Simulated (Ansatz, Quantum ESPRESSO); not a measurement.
## RbBH4 (F-43m): modes at Γ and the response to a field

Which modes does RbBH4 (F-43m) have at the zone centre?

Main program and level: Quantum ESPRESSO 7.5; DFT PBEsol, scalar-relativistic, plane waves, PseudoDojo norm-conserving pseudopotentials.

### 1. The starting structure

It takes space group F-43m (No. 216, cubic). Conventional cell: a = 6.906 Å, b = 6.906 Å, c = 6.906 Å, α = 90.00°, β = 90.00°, γ = 90.00°. Rb has 12 H at 2.92 Å and 6 B at 3.45 Å nearest. B has 4 H at 1.23 Å and 6 Rb at 3.45 Å nearest. H has 1 B at 1.23 Å and 6 H at 2.00 to 2.88 Å and 3 Rb at 2.92 Å nearest. Farther neighbours are not listed.

Structure file:

```cif
data_structure
_symmetry_space_group_name_H-M 'P 1'
_symmetry_Int_Tables_number 1
_cell_length_a 4.8836
_cell_length_b 4.8836
_cell_length_c 4.8836
_cell_angle_alpha 60.000
_cell_angle_beta 60.000
_cell_angle_gamma 60.000
_cell_volume 82.36
loop_
_atom_site_label
_atom_site_type_symbol
_atom_site_fract_x
_atom_site_fract_y
_atom_site_fract_z
_atom_site_occupancy
Rb1 Rb 0.00000 0.00000 0.00000 1
B2 B 0.50000 0.50000 0.50000 1
H3 H 0.60242 0.60242 0.19275 1
H4 H 0.19275 0.60242 0.60242 1
H5 H 0.60242 0.19275 0.60242 1
H6 H 0.60242 0.60242 0.60242 1
```

### 2. A probe with smearing

A cheap run with smearing and empty bands tells whether the crystal has a gap, which decides between fixed occupations and smearing later on.

File probe.in:

```
&control
   calculation = 'scf'
   prefix = 'x'
   outdir = './tmp'
   pseudo_dir = './pseudo'
   tprnfor = .true.
   tstress = .true.
   verbosity = 'high'
/
&system
   ibrav = 2
   celldm(1) = 13.05135652
   nat = 6
   ntyp = 3
   ecutwfc = 68.0
   occupations = 'smearing'
   smearing = 'gaussian'
   degauss = 0.01
/
&electrons
   conv_thr = 1.0d-07
   mixing_beta = 0.7
   electron_maxstep = 100
/
ATOMIC_SPECIES
 Rb     85.4678  Rb.upf
 B      10.8100  B.upf
 H       1.0080  H.upf
ATOMIC_POSITIONS crystal
 Rb     0.000000000   0.000000000   0.000000000
 B      0.500000000   0.500000000   0.500000000
 H      0.602415200   0.602415200   0.192754400
 H      0.192754400   0.602415200   0.602415200
 H      0.602415200   0.192754400   0.602415200
 H      0.602415200   0.602415200   0.602415200
K_POINTS automatic
 4 4 4 0 0 0
```

Started as:

```
$ OMP_NUM_THREADS=1 mpirun -n 4 pw.x -nk 4 -in probe.in > probe.out
```

The program printed:

```text
[banners, grids, parts of the stress and lines that vanish by symmetry left out]
Program PWSCF v.7.5
     bravais-lattice index     =            2
     lattice parameter (alat)  =      13.0514  a.u.
[...]
kinetic-energy cutoff     =      68.0000  Ry
     charge density cutoff     =     272.0000  Ry
     scf convergence threshold =      1.0E-07
[...]
Exchange-correlation= PBESOL
                           (   1   4  10   8   0   0   0)
[...]
24 Sym. Ops. (no inversion) found
[...]
(     0          1          0      )
                  (     0          0          1      )
[...]
(  0.0000000  1.0000000  0.0000000 )
                  (  0.0000000  0.0000000  1.0000000 )
[...]
(     1          0         -1      )
                  (     0          0         -1      )
[...]
number of k points=     8  Gaussian smearing, width (Ry)=  0.0100
[...]
End of self-consistent calculation
[...]
the Fermi energy is     1.5879 ev
!    total energy              =     -64.72634503 Ry
[...]
convergence has been achieved in   7 iterations
[...]
atom    1 type  1   force =     0.00000000    0.00000000    0.00000000
     atom    2 type  2   force =     0.00000000    0.00000000    0.00000000
     atom    3 type  3   force =     0.00436377   -0.00436377    0.00436377
     atom    4 type  3   force =     0.00436377    0.00436377   -0.00436377
     atom    5 type  3   force =    -0.00436377   -0.00436377   -0.00436377
     atom    6 type  3   force =    -0.00436377    0.00436377    0.00436377
[...]
Total force =     0.015117     Total SCF correction =     0.000010
[...]
total   stress  (Ry/bohr**3)                   (kbar)     P=        1.89
[...]
XML data file, charge density, pseudopotentials, collected wavefunctions

   JOB DONE.
```

Wall time 3.1 s (4 MPI ranks of Arm Neoverse V2, shared host); 12 s of CPU time.

Read from the output:

- volume per atom: 13.73 Å³
- pressure: 0.1890 GPa
- gap on the k-mesh: 5.909 eV

A gap of 5.9 eV opens on this mesh, so the crystal is taken as an insulator; the start stands at 0.19 GPa.

### 3. Relaxation

Frequencies change by per cents with a per cent of volume, so the structure is first brought to rest at this level of theory.

File relax.in:

```
&control
   calculation = 'vc-relax'
   prefix = 'x'
   outdir = './tmp'
   pseudo_dir = './pseudo'
   tprnfor = .true.
   tstress = .true.
   forc_conv_thr = 2.0d-05
   etot_conv_thr = 1.0d-07
   nstep = 40
/
&system
   ibrav = 2
   celldm(1) = 13.05135652
   nat = 6
   ntyp = 3
   ecutwfc = 68.0
   occupations = 'fixed'
   nbnd = 10
/
&electrons
   conv_thr = 1.0d-11
   mixing_beta = 0.7
   electron_maxstep = 100
/
&ions
/
&cell
   press_conv_thr = 0.1
/
ATOMIC_SPECIES
 Rb     85.4678  Rb.upf
 B      10.8100  B.upf
 H       1.0080  H.upf
ATOMIC_POSITIONS crystal
 Rb     0.000000000   0.000000000   0.000000000
 B      0.500000000   0.500000000   0.500000000
 H      0.602415200   0.602415200   0.192754400
 H      0.192754400   0.602415200   0.602415200
 H      0.602415200   0.192754400   0.602415200
 H      0.602415200   0.602415200   0.602415200
K_POINTS automatic
 6 6 6 0 0 0
```

Started as:

```
$ OMP_NUM_THREADS=1 mpirun -n 4 pw.x -nk 4 -in relax.in > relax.out
```

The program printed:

```text
[banners, grids, parts of the stress and lines that vanish by symmetry left out]
[banner, memory and clock lines left out]
Program PWSCF v.7.5

[...]
kinetic-energy cutoff     =      68.0000  Ry
     charge density cutoff     =     272.0000  Ry
     scf convergence threshold =      1.0E-11
[...]
energy convergence thresh.=      1.0E-07
     force convergence thresh. =      2.0E-05
     press convergence thresh. =      1.0E-01
     Exchange-correlation= PBESOL
                           (   1   4  10   8   0   0   0)
[...]
24 Sym. Ops. (no inversion) found
[...]
number of k points=    16
[...]
End of self-consistent calculation
[...]
highest occupied, lowest unoccupied level (ev):    -0.8609    5.0477
!    total energy              =     -64.72634958 Ry
[...]
convergence has been achieved in  12 iterations
[...]
atom    1 type  1   force =     0.00000000    0.00000000   -0.00000000
     atom    2 type  2   force =     0.00000000    0.00000000   -0.00000000
     atom    3 type  3   force =     0.00436038   -0.00436038    0.00436038
     atom    4 type  3   force =     0.00436038    0.00436038   -0.00436038
     atom    5 type  3   force =    -0.00436038   -0.00436038   -0.00436038
     atom    6 type  3   force =    -0.00436038    0.00436038    0.00436038
     Total force =     0.015105     Total SCF correction =     0.000001
[...]
total   stress  (Ry/bohr**3)                   (kbar)     P=        1.88
[...]
number of bfgs steps    =   0
[...]
CELL_PARAMETERS (alat= 13.05135652)
[...]
ATOMIC_POSITIONS (crystal)
Rb              -0.0000000000       -0.0000000000        0.0000000000
B                0.5000000000        0.5000000000        0.5000000000
H                0.6027492942        0.6027492942        0.1917521173
H                0.1917521173        0.6027492942        0.6027492942
[...]
New effective cutoffs (rho, wfc):  271.46   67.94
[...]
End of self-consistent calculation
[...]
highest occupied, lowest unoccupied level (ev):    -0.8573    5.0361
!    total energy              =     -64.72652858 Ry
[...]
convergence has been achieved in   8 iterations
[...]
atom    1 type  1   force =    -0.00000000   -0.00000000    0.00000000
     atom    2 type  2   force =    -0.00000000   -0.00000000    0.00000000
     atom    3 type  3   force =     0.00241045   -0.00241045    0.00241045
     atom    4 type  3   force =     0.00241045    0.00241045   -0.00241045
     atom    5 type  3   force =    -0.00241045   -0.00241045   -0.00241045
     atom    6 type  3   force =    -0.00241045    0.00241045    0.00241045
     Total force =     0.008350     Total SCF correction =     0.000002
[...]
total   stress  (Ry/bohr**3)                   (kbar)     P=       -0.78
[...]
number of bfgs steps    =   1
[...]
CELL_PARAMETERS (alat= 13.05135652)
[...]
ATOMIC_POSITIONS (crystal)
[...]
New effective cutoffs (rho, wfc):  271.57   67.97
[...]
End of self-consistent calculation
[...]
highest occupied, lowest unoccupied level (ev):    -0.8457    5.0314
!    total energy              =     -64.72661926 Ry
[...]
convergence has been achieved in   8 iterations
[...]
atom    1 type  1   force =     0.00000000    0.00000000   -0.00000000
     atom    2 type  2   force =    -0.00000000   -0.00000000    0.00000000
[...]
number of bfgs steps    =   6
[...]
highest occupied, lowest unoccupied level (ev):    -0.6877    5.1462
!    total energy              =     -64.72682784 Ry
[...]
convergence has been achieved in   7 iterations
[...]
Total force =     0.001194     Total SCF correction =     0.000000
[...]
total   stress  (Ry/bohr**3)                   (kbar)     P=       -0.40
[...]
number of bfgs steps    =   7
[...]
highest occupied, lowest unoccupied level (ev):    -0.6888    5.1475
!    total energy              =     -64.72682954 Ry
[...]
convergence has been achieved in   7 iterations
[...]
Total force =     0.000257     Total SCF correction =     0.000000
[...]
total   stress  (Ry/bohr**3)                   (kbar)     P=       -0.03
[...]
number of bfgs steps    =   8
[...]
New effective cutoffs (rho, wfc):  276.66   69.24
[...]
highest occupied, lowest unoccupied level (ev):    -0.6914    5.1461
!    total energy              =     -64.72682968 Ry
[...]
convergence has been achieved in   7 iterations
[...]
Total force =     0.000000     Total SCF correction =     0.000000
[...]
total   stress  (Ry/bohr**3)                   (kbar)     P=        0.01
[...]
number of bfgs steps    =   9
[...]
small trust_radius: resetting bfgs history
[...]
CELL_PARAMETERS (alat= 13.05135652)
[...]
ATOMIC_POSITIONS (crystal)
[...]
New effective cutoffs (rho, wfc):  276.66   69.24
[...]
End of self-consistent calculation
[...]
highest occupied, lowest unoccupied level (ev):    -0.6914    5.1461
!    total energy              =     -64.72682968 Ry
[...]
convergence has been achieved in   3 iterations
[...]
atom    5 type  3   force =     0.00000085    0.00000085    0.00000085
     atom    6 type  3   force =     0.00000085   -0.00000085   -0.00000085
     Total force =     0.000003     Total SCF correction =     0.000000
[...]
total   stress  (Ry/bohr**3)                   (kbar)     P=        0.01
[...]
bfgs converged in  11 scf cycles and  10 bfgs steps
[...]
End of BFGS Geometry Optimization
     Final enthalpy           =     -64.7268296848 Ry
     File ./tmp/x.bfgs deleted, as requested
[...]
CELL_PARAMETERS (alat= 13.05135652)
[...]
ATOMIC_POSITIONS (crystal)
[...]
H                0.6041154285        0.1876537146        0.6041154285
H                0.6041154285        0.6041154285        0.6041154285
[...]
Final scf calculation at the relaxed structure.
[...]
kinetic-energy cutoff     =      68.0000  Ry
     charge density cutoff     =     272.0000  Ry
     scf convergence threshold =      1.0E-13
[...]
press convergence thresh. =      1.0E-01
     Exchange-correlation= PBESOL
                           (   1   4  10   8   0   0   0)
[...]
24 Sym. Ops. (no inversion) found
[...]
number of k points=    16
[...]
End of self-consistent calculation
[...]
highest occupied, lowest unoccupied level (ev):    -0.6913    5.1461
!    total energy              =     -64.72676261 Ry
[...]
convergence has been achieved in  12 iterations
[...]
atom    1 type  1   force =    -0.00000000   -0.00000000    0.00000000
     atom    2 type  2   force =    -0.00000000    0.00000000   -0.00000000
     atom    3 type  3   force =     0.00000176   -0.00000176    0.00000176
     atom    4 type  3   force =     0.00000176    0.00000176   -0.00000176
     atom    5 type  3   force =    -0.00000176   -0.00000176   -0.00000176
     atom    6 type  3   force =    -0.00000176    0.00000176    0.00000176
     Total force =     0.000006     Total SCF correction =     0.000000
[...]
total   stress  (Ry/bohr**3)                   (kbar)     P=       -0.11
[...]
XML data file, charge density, pseudopotentials, collected wavefunctions
```

It took 43 s on 4 MPI ranks; 2.8 min of CPU time.

Relaxation path:

| step | energy less that of the first step (eV) | largest force (eV/Å) | pressure (GPa) | volume (Å³) |
| --- | --- | --- | --- | --- |
| 1 | 0.0000 | 0.1942 | 0.19 | 82.36 |
| 2 | -0.0024 | 0.1073 | -0.08 | 82.44 |
| 3 | -0.0037 | 0.0261 | -0.31 | 82.39 |
| 4 | -0.0042 | 0.0063 | -0.38 | 82.20 |
| 5 | -0.0048 | 0.0302 | -0.39 | 81.82 |
| 6 | -0.0056 | 0.0420 | -0.33 | 81.26 |
| 7 | -0.0064 | 0.0353 | -0.16 | 80.42 |
| 8 | -0.0065 | 0.0153 | -0.04 | 80.10 |
| 9 | -0.0065 | 0.0033 | 0.00 | 80.09 |
| 10 | -0.0065 | 0.0000 | 0.00 | 80.12 |
| 11 | -0.0065 | 0.0000 | 0.00 | 80.12 |
| 12 | -0.0056 | 0.0001 | -0.01 | 80.12 |

```csv
"conventional cell, symmetrised",before,after,change
a (Å),6.906,6.843,-0.9 %
b (Å),6.906,6.843,-0.9 %
c (Å),6.906,6.843,-0.9 %
volume (Å³/atom),13.73,13.35,-2.7 %
```

The atoms that moved most (Å, as changes of fractional coordinates times the final cell):

```
atom      dx      dy      dz  length
  H5  -0.012  -0.012  -0.012   0.020
  H4   0.012   0.012  -0.012   0.020
  H3   0.012  -0.012   0.012   0.020
  H6  -0.012   0.012   0.012   0.020
```

Final coordinates:

```
CELL_PARAMETERS angstrom
-3.42172 0.00000 3.42172
0.00000 3.42172 3.42172
-3.42172 3.42172 0.00000
ATOMIC_POSITIONS crystal
Rb 0.00000 0.00000 0.00000
B 0.50000 0.50000 0.50000
H 0.60412 0.60412 0.18765
H 0.18765 0.60412 0.60412
H 0.60412 0.18765 0.60412
H 0.60412 0.60412 0.60412
```

The last row of the table of steps is pw.x's closing run on a basis chosen anew for the final cell, so its energy can jump.

This step gave:

```yaml
volume_per_atom: 13.35 Å³
pressure: -0.01100 GPa
gap_on_the_k_mesh: 5.837 eV
```

The volume changes by -2.7 % from the cell with which this run began.

### 4. Ground state

The response is built on this ground state, so it is converged far tighter than an energy would need. With a gap, occupations are fixed, which also allows the response to an electric field.

File scf.in:

```
&control
   calculation = 'scf'
   prefix = 'x'
   outdir = './tmp'
   pseudo_dir = './pseudo'
   tprnfor = .true.
   tstress = .true.
/
&system
   ibrav = 2
   celldm(1) = 12.93223196
   nat = 6
   ntyp = 3
   ecutwfc = 68.0
   occupations = 'fixed'
   nbnd = 10
/
&electrons
   conv_thr = 1.0d-12
   mixing_beta = 0.7
   electron_maxstep = 100
/
ATOMIC_SPECIES
 Rb     85.4678  Rb.upf
 B      10.8100  B.upf
 H       1.0080  H.upf
ATOMIC_POSITIONS crystal
 Rb     0.000000000   0.000000000   0.000000000
 B      0.500000000   0.500000000   0.500000000
 H      0.604115428   0.604115428   0.187653715
 H      0.187653715   0.604115428   0.604115428
 H      0.604115428   0.187653715   0.604115428
 H      0.604115428   0.604115428   0.604115428
K_POINTS automatic
 6 6 6 0 0 0
```

Started as:

```
$ OMP_NUM_THREADS=1 mpirun -n 4 pw.x -nk 4 -in scf.in > scf.out
```

The program printed:

```text
[banners, grids, parts of the stress and lines that vanish by symmetry left out]
[banner, memory and clock lines left out]
Program PWSCF v.7.5

[...]
kinetic-energy cutoff     =      68.0000  Ry
     charge density cutoff     =     272.0000  Ry
     scf convergence threshold =      1.0E-12
[...]
Exchange-correlation= PBESOL
                           (   1   4  10   8   0   0   0)
[...]
24 Sym. Ops. (no inversion) found
[...]
number of k points=    16
[...]
End of self-consistent calculation
[...]
highest occupied, lowest unoccupied level (ev):    -0.6913    5.1461
!    total energy              =     -64.72676261 Ry
[...]
convergence has been achieved in  13 iterations
[...]
atom    1 type  1   force =     0.00000000    0.00000000    0.00000000
     atom    2 type  2   force =     0.00000000    0.00000000    0.00000000
     atom    3 type  3   force =     0.00000172   -0.00000172    0.00000172
     atom    4 type  3   force =     0.00000172    0.00000172   -0.00000172
     atom    5 type  3   force =    -0.00000172   -0.00000172   -0.00000172
     atom    6 type  3   force =    -0.00000172    0.00000172    0.00000172
     Total force =     0.000006     Total SCF correction =     0.000000
[...]
total   stress  (Ry/bohr**3)                   (kbar)     P=       -0.11
[...]
XML data file, charge density, pseudopotentials, collected wavefunctions
```

Elapsed: 6.1 s, on 4 MPI ranks; 24 s of CPU time.

The cell stands at -0.011 GPa, close enough for phonons.

(Continued in part 2 of 3.)

[Host names and launcher messages were left out of these logs when they were recorded.]

[Logs are printed without paths, hosts, clocks, repeated set-up lines and the standing remarks that a program may print on its own settings, such as how far it seeks lower states.]

[Hosts, paths, dates, database ids (printed as entryN), source tags and the programs' standing remarks are cut or masked in the printed files.]
